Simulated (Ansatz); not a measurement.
**Grüneisen parameters and expansion of BeGe (hypothetical, P4/mmm)**

Which modes of BeGe (hypothetical) drive its thermal expansion? The crystal structure is hypothetical: it was made by swapping elements on a known structure type.

Method: DFT PBEsol, scalar-relativistic, plane waves, PAW, in Ansatz 0.2.0.

### 1. Starting point

The structure is tetragonal, space group P4/mmm (No. 123). The conventional cell has a = 2.599 Å, b = 2.599 Å, c = 3.372 Å, α = 90.00°, β = 90.00°, γ = 90.00°. Be has 8 Ge at 2.49 Å nearest. Nearest to Ge lie 8 Be at 2.49 Å and 4 Ge at 2.60 Å. Farther neighbours are not listed.

### 2. A first coarse run

A cheap single point shows whether the cell is a metal or an insulator and how far it is from rest; that sets the k-mesh and the occupations of what follows.

input.yaml reads:

```yaml
crystal:
  lattice:
    - [2.59879, 0.0, 0.0]
    - [0.0, 2.59879, 0.0]
    - [0.0, 0.0, 3.37179]
  atoms:
    - { symbol: Be, position: [0.0, 0.0, 0.0] }
    - { symbol: Ge, position: [0.5, 0.5, 0.5] }
kpoints:
  mp_grid: { grid: [8, 8, 6] }
hamiltonian:
  xc: pbesol
scf:
  occupations: { method: gaussian, width: 0.1 }
output:
  forces: true
  stress: true
  eigenvalues: true
```

Command:

```
ansatz run input.yaml --threads 4 --pin off --max-ram 8192MiB --backend cpu --events-out ev --progress --plain --runs-dir out
```

Numbers of over 12 decimals in the logs are rounded to 6 here.

The log of the run:

```text
Engine: ansatz 0.2.0, aarch64-unknown-linux-gnu
Pseudopotentials: kind: paw
Pseudopotential: Be, paw, valence charge 2, recommended cutoff 420 eV (normal), Be.paw.azcp
Pseudopotential: Ge, paw, valence charge 14, recommended cutoff 420 eV (normal), Ge.paw.azcp
Functional definition: PBEsol
  exchange = pbesol_x
  correlation = pbesol_c
Crystal: 2 atoms, lattice volume = 22.772 Å³
Basis set: ecut = 420 eV, 455 PW (Γ), exchange–correlation on 36×36×48 points (8 copies of the dense FFT grid, shifted against one another)
Bands: 12, of which v1, the nominal top of the filled ones, is band 8 counted from 1 (7 counted from 0)
Symmetry: 16 space group operations
Space group: P4/mmm (ITA 123), of the structure as read, at distance tolerance 2.8e-5 Å
k-points: 60 of 384
Non-local potential: Be, projectors of the file, l = 0: 2, l = 1: 2, l = 2: 1
Non-local potential: Ge, projectors of the file, l = 0: 2, l = 1: 2, l = 2: 3, l = 3: 1
PAW form: soft (Blöchl's): semilocal exchange-correlation on the pseudo side does not see the compensation charge
PAW frozen core: Be, regenerated for the run's functional, and the local potential with it (the file was generated under x = pbe(κ = 0.804, μ = 0.219515), c = pbe(β = 0.066725))
PAW frozen core: Ge, regenerated for the run's functional, and the local potential with it (the file was generated under x = pbe(κ = 0.804, μ = 0.219515), c = pbe(β = 0.066725))
PAW one-centre angular grid: Be, 110 points (default); XC on 64 Gauss nodes
PAW one-centre angular grid: Ge, 590 points (default); XC on 64 Gauss nodes
Initial density: superposition of atomic densities (neutral atoms: chi_scale 0, normalization atom), corrected by the library's trained network
Initial wavefunctions: pseudopotential atomic-orbital guess
Functional: x = pbesol(κ = 0.804, μ = 0.123457), c = pbesol(β = 0.046)
SCF iter   1: F=—  HF=-4342.731719 eV  |F-HF|=—  |Δ(HF+E_count)|=         —  Δρ=1.92e-3  dr2=5.84e-4  ethr=1.77e-3  ⟨swp⟩=5.2  Hψ=9099  notcnv=0  defer=8
automatic band count: the SCF goes on with 16 bands, as 12 were too few: the levels above may hold too much charge
preconditioner: auto → none  [metal: Δε(μ)=0.078 eV  Ē_g=28.170 eV  σ=0.100 eV  W_gap=0.40  n_scr=6 (ndim 8)  ℏωp=31.1 eV  f_vac=0.000  D(μ)=0.52/eV (n_scr^D=2)  sad-step TF]
SCF iter   2: F=—  HF=-4342.731146 eV  |F-HF|=—  |Δ(HF+E_count)|=   5.73e-4  Δρ=1.06e-3  dr2=1.80e-4  ethr=3.65e-6  ⟨swp⟩=2.0  Hψ=1787  notcnv=0  defer=14
SCF iter   3: F=—  HF=-4342.731121 eV  |F-HF|=—  |Δ(HF+E_count)|=   2.51e-5  Δρ=3.34e-4  dr2=1.17e-5  ethr=1.13e-6  ⟨swp⟩=2.1  Hψ=1147  notcnv=0  defer=14
SCF iter   4: F=—  HF=-4342.731132 eV  |F-HF|=—  |Δ(HF+E_count)|=   1.09e-5  Δρ=5.83e-5  dr2=5.10e-7  ethr=7.34e-8  ⟨swp⟩=2.5  Hψ=1324  notcnv=0  defer=14
SCF iter   5: F=—  HF=-4342.731132 eV  |F-HF|=—  |Δ(HF+E_count)|=   7.04e-8  Δρ=1.74e-5  dr2=1.12e-7  ethr=3.19e-9  ⟨swp⟩=2.0  Hψ=1287  notcnv=0  defer=14
SCF iter   6: F=-4342.731132 eV  HF=-4342.731132 eV  |F-HF|=6.51e-10  |Δ(HF+E_count)|=   3.30e-8  Δρ=5.01e-6  dr2=3.51e-9  ethr=6.25e-10  ⟨swp⟩=6.5  Hψ=3349  notcnv=0
SCF 1 converged in 6 iterations: F = -4342.731132 eV  dr2 = 3.51e-9
  greatest PAW one-centre occupation: 0.999 electrons in one spin orbital (limit 2), on the Ge atom at site 1 (counted from 0), in its partial waves of l = 2
SCF converged after 6 iterations
Free energy (F): -4342.731132 eV
Harris-Foulkes:  -4342.731132 eV  (|F-HF|=6.51e-10)
Internal energy: -4342.728446 eV  (E = F + TS)
E sigma→0 (E₀):  -4342.729789 eV
Entropy (-TS):   -0.002686 eV (-1.343 meV/atom)
Fermi energy:    13.053876 eV
--- Per-component energies (eV) ---
  E_band       = -77.679000
  E_kinetic    = 135.077165
  E_local      = -2245.101929  (includes V_loc(G=0)·N_el)
  E_nonlocal   = 424.666406
  E_hartree    = 1004.400276
  E_xc         = -96.667091
  E_vxc        = -88.252655  (∫ρ·V_xc dr)
  E_paw        = -2035.416508  (= ΣΔE_a)
  E_vpaw       = -312.865236  (= ΣTr[D̂ρ^β])
  E_aug_tail   = 0.000226  (compensation charges beyond the density's cutoff)
  E_ewald      = -1530.614457
  E_core_change = 0.927468  (= ΣΔE_core)
  E_smearing   = -0.002686  (= −TS)
  E_closure    = 0.000000  (closes the sum)
  Σ components = -4342.731132   (vs F -4342.731132, Δ=0.00e0)
--- Forces (eV/Å), atoms counted from 1 ---
  atom   1  Be     0.00000000     0.00000000     0.00000000
  atom   2  Ge     0.00000000    -0.00000000     0.00000000
  max |Σ_I F_I| component: 1.58e-29 eV/Å
--- Stress (GPa, compression-positive) ---
       20.789236       0.000000       0.000000
        0.000000      20.789236       0.000000
        0.000000       0.000000      12.746772
  P = ⅓ Tr σ = 18.1084 GPa (181.084 kbar)
--- Band table (eV; the first three rows and the last of 60) ---
  k-point 0: bands = [... 4 lower, -11.8376, -1.8611, 9.5137, 13.8608, 17.3596, 17.3596, 21.6520, 24.0871, ... 4 higher]
  k-point 1: bands = [... 4 lower, -11.8374, -1.5805, 7.4459, 16.5778, 17.7351, 17.7351, 21.9776, 24.1053, ... 4 higher]
  k-point 2: bands = [... 4 lower, -11.8372, -0.8363, 4.8628, 18.8491, 18.8491, 20.9110, 22.9368, 23.1074, ... 4 higher]
  k-point 59: bands = [... 4 lower, -11.7212, 10.3703, 10.3703, 10.5016, 12.3884, 12.3884, 12.8836, 13.0414, ... 4 higher]
```

Elapsed: 0.62 s, on 4 threads of Arm Neoverse V1, shared host; peak memory 0.42 GiB.

This step gave:

```
pressure          : 18.11 GPa
volume per atom   : 11.39 Å³
gap on the k-mesh : 0 eV
```

The start is under 18 GPa at this level and looks like a metal on this mesh.

### 3. A loose first relaxation

The start is far from rest, so a relaxation with loose thresholds first brings it near the minimum.

input.yaml, as its differences from that of step 2:

```diff
@@ -18 +18,6 @@
   eigenvalues: true
+relax:
+  adjacent_minimum: "off"
+  f_tol: 0.05
+  max_steps: 80
+  cell: { stress_tol: 0.5 }
```

The log of the run:

```text
[...]
Crystal: 2 atoms, lattice volume = 22.772 Å³
Basis set: ecut = 420 eV, 455 PW (Γ), exchange–correlation on 36×36×48 points (8 copies of the dense FFT grid, shifted against one another)
Bands: 12, of which v1, the nominal top of the filled ones, is band 8 counted from 1 (7 counted from 0)
Symmetry: 16 space group operations
[...]
k-points: 60 of 384
[...]
SCF iter   1: F=—  HF=-4342.731719 eV  |F-HF|=—  |Δ(HF+E_count)|=         —  Δρ=1.92e-3  dr2=5.84e-4  ethr=1.77e-3  ⟨swp⟩=5.2  Hψ=9099  notcnv=0  defer=8
[...]
SCF iter   6: F=-4342.731132 eV  HF=-4342.731132 eV  |F-HF|=6.51e-10  |Δ(HF+E_count)|=   3.30e-8  Δρ=5.01e-6  dr2=3.51e-9  ethr=6.25e-10  ⟨swp⟩=6.5  Hψ=3349  notcnv=0
SCF 1 converged in 6 iterations: F = -4342.731132 eV  dr2 = 3.51e-9
[...]
relax step   1: F+E_penalty+E_count = -4342.73113164 eV  Δ(F+E_penalty+E_count) = +0.000e0 eV  max|allowed force component| = 1.578e-30 eV/Å  Δτ_max = 0.0000 Å  P = +18.108 GPa  Ω = 22.772 Å³  (6 SCF iters, dr2 threshold 1.00e-7 eV, accepted)
Crystal: 2 atoms, lattice volume = 25.473 Å³
Basis set: ecut = 420 eV, 519 PW (Γ), exchange–correlation on 36×36×48 points (8 copies of the dense FFT grid, shifted against one another)
Bands: 16, of which v1, the nominal top of the filled ones, is band 8 counted from 1 (7 counted from 0)
[...]
iter 1 solved again at ethr=8.23e-5 eV; its pass at ethr=3.10e-3 eV (dr2=1.32e-2 eV) is discarded
[...]
SCF iter   6: F=-4342.915854 eV  HF=-4342.915854 eV  |F-HF|=1.14e-9  |Δ(HF+E_count)|=   1.03e-8  Δρ=4.26e-6  dr2=2.76e-9  ethr=2.92e-10  ⟨swp⟩=3.9  Hψ=2397  notcnv=0
SCF 2 converged in 6 iterations: F = -4342.915854 eV  dr2 = 2.76e-9
[...]
relax step   2: F+E_penalty+E_count = -4342.91585448 eV  Δ(F+E_penalty+E_count) = -1.847e-1 eV  max|allowed force component| = 4.408e-29 eV/Å  Δτ_max = 0.0000 Å  P = +3.648 GPa  Ω = 25.473 Å³  energy of the carried Pulay correction = -6.801e-4 eV  (6 SCF iters, dr2 threshold 2.00e-7 eV, accepted)
Crystal: 2 atoms, lattice volume = 26.381 Å³
Basis set: ecut = 420 eV, 535 PW (Γ), exchange–correlation on 36×36×48 points (8 copies of the dense FFT grid, shifted against one another)
[...]
SCF iter   5: F=-4342.925038 eV  HF=-4342.925038 eV  |F-HF|=2.46e-8  |Δ(HF+E_count)|=   8.80e-7  Δρ=1.19e-5  dr2=1.15e-8  ethr=1.25e-9  ⟨swp⟩=5.0  Hψ=4007  notcnv=0
SCF 3 converged in 5 iterations: F = -4342.925038 eV  dr2 = 1.15e-8
relax step   3: F+E_penalty+E_count = -4342.92503829 eV  Δ(F+E_penalty+E_count) = -9.184e-3 eV  max|allowed force component| = 6.348e-30 eV/Å  Δτ_max = 0.0000 Å  P = +0.265 GPa  Ω = 26.381 Å³  energy of the carried Pulay correction = -8.919e-4 eV  (5 SCF iters, dr2 threshold 2.00e-7 eV, accepted)
[...]
relax step   4: F+E_penalty+E_count = -4342.92650439 eV  Δ(F+E_penalty+E_count) = -1.466e-3 eV  max|allowed force component| = 1.578e-30 eV/Å  Δτ_max = 0.0000 Å  P = -0.137 GPa  Ω = 26.485 Å³  energy of the carried Pulay correction = -9.159e-4 eV  (4 SCF iters, dr2 threshold 2.00e-7 eV, accepted)
Basis set: ecut = 420 eV, 535 PW (Γ), exchange–correlation on 40×40×48 points (8 copies of the dense FFT grid, shifted against one another)
[...]
SCF iter   5: F=-4342.928171 eV  HF=-4342.928171 eV  |F-HF|=1.36e-11  |Δ(HF+E_count)|=  5.36e-10  Δρ=6.98e-7  dr2=9.21e-11  ethr=1.06e-11  ⟨swp⟩=2.1  Hψ=2908  notcnv=0
SCF 5 converged in 5 iterations: F = -4342.928171 eV  dr2 = 9.21e-11
relax step   5: F+E_penalty+E_count = -4342.92817073 eV  Δ(F+E_penalty+E_count) = -1.666e-3 eV  max|allowed force component| = 4.733e-30 eV/Å  Δτ_max = 0.0000 Å  P = -0.024 GPa  Ω = 26.485 Å³  stress off target by 2.62e-1 GPa  SCF on the basis re-selected at this cell (its energy is not comparable with the rows above)  (5 SCF iters)
basis re-selected at this cell: Δ(F+E_penalty+E_count) = -1.666e-3 eV, ΔP = +0.113 GPa vs the last step (what re-selecting the basis moved, of the pressure what is left beyond the Pulay correction that the steps carried, after the strain that the cell walked since its last selection, with what the two solves' SCF thresholds leave and, on support functions, any second-order correction that the steps lacked; it is no measure of the basis error at this ecutwfc). The dense FFT grid was sized anew with the basis: this SCF ran on 20×20×24 points, the steps before it on 18×18×24, so part of this shift can come from that change (see relax.cell in the input reference). [rest of the remark cut]
SCF converged after 5 iterations
Free energy (F): -4342.928171 eV
[...]
Internal energy: -4342.926141 eV  (E = F + TS)
E sigma→0 (E₀):  -4342.927156 eV
Entropy (-TS):   -0.002030 eV (-1.015 meV/atom)
Fermi energy:    10.804496 eV
[...]
--- Stress (GPa, compression-positive) ---
       -0.167315       0.000000       0.000000
        0.000000      -0.167315       0.000000
        0.000000       0.000000       0.262359
  P = ⅓ Tr σ = -0.0241 GPa (-0.241 kbar)
--- Band table (eV; the first three rows and the last of 60) ---
  k-point 0: bands = [... 4 lower, -13.9386, -2.7379, 8.1519, 11.8196, 14.3561, 14.3561, 18.6928, 19.8812, ... 4 higher]
  k-point 1: bands = [... 4 lower, -13.9402, -2.4726, 6.1032, 14.4190, 14.6997, 14.6997, 19.0041, 20.0371, ... 4 higher]
  k-point 2: bands = [... 4 lower, -13.9429, -1.7698, 3.6366, 15.7163, 15.7163, 17.9687, 19.6362, 19.6362, ... 4 higher]
  k-point 59: bands = [... 4 lower, -13.8674, 7.2540, 8.5302, 8.5302, 10.4217, 10.4217, 10.6023, 11.0282, ... 4 higher]
--- Relaxed structure (4 steps of the walk, 4 accepted, 1 SCFs on fresh bases) ---
  F+E_penalty+E_count = -4342.92817073 eV   max|allowed force component| = 4.733e-30 eV/Å   (the final SCF, on the basis selected at the relaxed cell)
  cell:  # Å, volume = 26.4854 Å³
    - [2.759481, 0, 0.0]
    - [0, 2.759481, 0.0]
    - [0.0, 0.0, 3.478172]
  atoms:
    - { symbol: Be, position: [0, 0, 0.0] }
    - { symbol: Ge, position: [0.5, 0.5, 0.5] }
```

Run time: 2.5 s. Hardware: 4 threads; peak memory 0.45 GiB; 8.5 s of CPU time.

Relaxation path:

| step | energy less that of the first step (eV) | largest force component (eV/Å) | pressure (GPa) | volume (Å³) |
| --- | --- | --- | --- | --- |
| 1 | 0.0000 | 0.0000 | 18.11 | 22.77 |
| 2 | -0.1847 | 0.0000 | 3.65 | 25.47 |
| 3 | -0.1939 | 0.0000 | 0.26 | 26.38 |
| 4 | -0.1954 | 0.0000 | -0.14 | 26.49 |
| 5* | -0.1970 | 0.0000 | -0.02 | 26.49 |

Relaxation steps marked * repeat the geometry before them on a plane-wave basis chosen anew for their cell, so energy and pressure can jump there.

Forces are held to the 16 operations that the run works with; a distortion that breaks them can't arise in this run.

| conventional cell, symmetrised | before | after | change |
| --- | --- | --- | --- |
| a (Å) | 2.599 | 2.759 | +6.2 % |
| b (Å) | 2.599 | 2.759 | +6.2 % |
| c (Å) | 3.372 | 3.478 | +3.2 % |
| volume (Å³/atom) | 11.39 | 13.24 | +16.3 % |

Final coordinates:

```xyz
2
Lattice="2.7595 0.0000 0.0000 0.0000 2.7595 0.0000 0.0000 0.0000 3.4782" Properties=species:S:1:pos:R:3 pbc="T T T"
Be    0.0000    0.0000    0.0000
Ge    1.3797    1.3797    1.7391
```

This step gave:

| Quantity | Value |
| --- | --- |
| pressure | -0.02409 GPa |
| volume per atom | 13.24 Å³ |

The relaxation ends with a pressure of -0.02 GPa.

[end of part 1 of 5]

[Logs are printed without paths, hosts, clocks, repeated set-up lines and the standing remarks that a program may print on its own settings, such as how far it seeks lower states.]

[Hosts, paths, dates, database ids (printed as entryN), source tags and the programs' standing remarks are cut or masked in the printed files.]

[A step with changed settings may run another functional than the one named; its input shows which.]


